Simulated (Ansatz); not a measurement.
In doubt: masses and optical values from hybrid runs of this build are listed as unsure (in some of the runs), which bears on the screening that GW takes from such a start.

System: WSe2 (P6_3/mmc).

The database entry behind the starting cell differs from later determinations by our own check (a about 0.2 % long), so it need not match the best structure at ambient conditions.

It takes space group P6_3/mmc (No. 194, hexagonal). The conventional cell has a = 3.290 Å, b = 3.290 Å, c = 12.970 Å, α = 90.00°, β = 90.00°, γ = 120.00°. W has 6 Se at 2.53 Å nearest. Se has 3 W at 2.53 Å nearest. Farther neighbours and most contacts between anions are not listed.

```xyz
6
Lattice="3.2900 0.0000 0.0000 -1.6450 2.8492 0.0000 0.0000 0.0000 12.9700" Properties=species:S:1:pos:R:3 pbc="T T T"
W     0.0000    1.8995    3.2425
W     1.6450    0.9497    9.7275
Se    0.0000    1.8995    8.0544
Se    1.6450    0.9497    1.5694
Se    0.0000    1.8995   11.4006
Se    1.6450    0.9497    4.9156
```

The cell and positions come from the Crystallography Open Database and are kept as given unless a step says otherwise. Spin-orbit coupling is left out unless a run names it.

Gaps computed with Ansatz 0.2.0 without a self-energy: HSE06 1.45 eV.

**Question.** What gap should G0W0 on HSE06 give (6×6×2 mesh, 723 empty bands, screening to 190 eV, hard PAW files)?

About 1.48 eV: on its mesh the run moves the gap from 1.45 eV by +0.03 eV. Bands and cutoff are finite, so the gap is not at the basis limit. The miss can reach some tenths of an eV and take either sign; the mesh is an error of its own. The many-body steps are scalar-relativistic: spin-orbit coupling is not in them.

[Paths, hosts, dates, memory and timing lines, banners, echoed tables and standing remarks are left out of the program output.]

[Logs are printed without paths, hosts, clocks, repeated set-up lines and the standing remarks that a program may print on its own settings, such as how far it seeks lower states.]

[Runs of the session that timed out or met a known fault of the program may be left out.]

[Cells called generated may have been cut or substituted from an entry of the Crystallography Open Database or the Materials Project.]

[Hosts, paths, dates, database ids (printed as entryN), source tags and the programs' standing remarks are cut or masked in the printed files.]
